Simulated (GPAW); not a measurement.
**LiF (Fm-3m): dispersion of the main loss peak**

The loss function −Im 1/ε(q, E) of LiF (Fm-3m) is computed for momenta along (-0.58, 0.58, 0.58), and the centre of weight of its strongest peak (over half height) is read off.

Cell: a, b, c = 2.848, 2.848, 2.848 Å (primitive vectors), 2 atoms.

Method: GPAW 26.7.0, PBE, RPA at finite momentum, k-mesh 15×15×15, local fields up to 50 eV, Lorentzian half width 0.15 eV.

Launch of the response step: `OMP_NUM_THREADS=1 python eels.py`. The run took 21 s, on 1 thread of Intel(R) Xeon(R) Platinum 8375C CPU @ 2.90GHz (Ice Lake), on a shared host.

```tsv
q (Å⁻¹)	centre of the peak (eV)
0.180	23.70
0.360	23.70
0.540	23.69
0.720	23.67
0.901	23.66
1.081	?
```

At small q a plasmon disperses as E(q) = E(0) + α ħ²q²/m, with ħ²/m = 7.62 eV Å².

Working, on the rows shown:

| x = q² (Å⁻²) | y = centre (eV) |
| --- | --- |
| 0.0324432 | 23.7 |
| 0.129773 | 23.7 |
| 0.291989 | 23.69 |
| 0.519091 | 23.67 |
| 0.81108 | 23.66 |

Means: x̄ = 0.35688, ȳ = 23.684. Σ(x − x̄)(y − ȳ) = -0.02239, Σ(x − x̄)² = 0.3937. Slope = -0.02239 / 0.3937 = -0.05687; intercept = ȳ − slope · x̄ = 23.704. The line misses the rows shown by at most 0.0048 eV.

**Question.** Fill in the last column of the withheld row.

**Answer.** At x = 1.1679 the line gives y = 23.638 eV. The run gave 23.64 eV, so the extrapolation holds to the digits printed.

Refitted with all rows, the slope is -0.05534 and the intercept 23.704. These give E(0) = 23.70 eV and a negative slope, which free electrons can't give; band structure rules here. The centre of a broad peak also moves when its shape changes.

[Logs are printed without paths, hosts, clocks, repeated set-up lines and the standing remarks that a program may print on its own settings, such as how far it seeks lower states.]
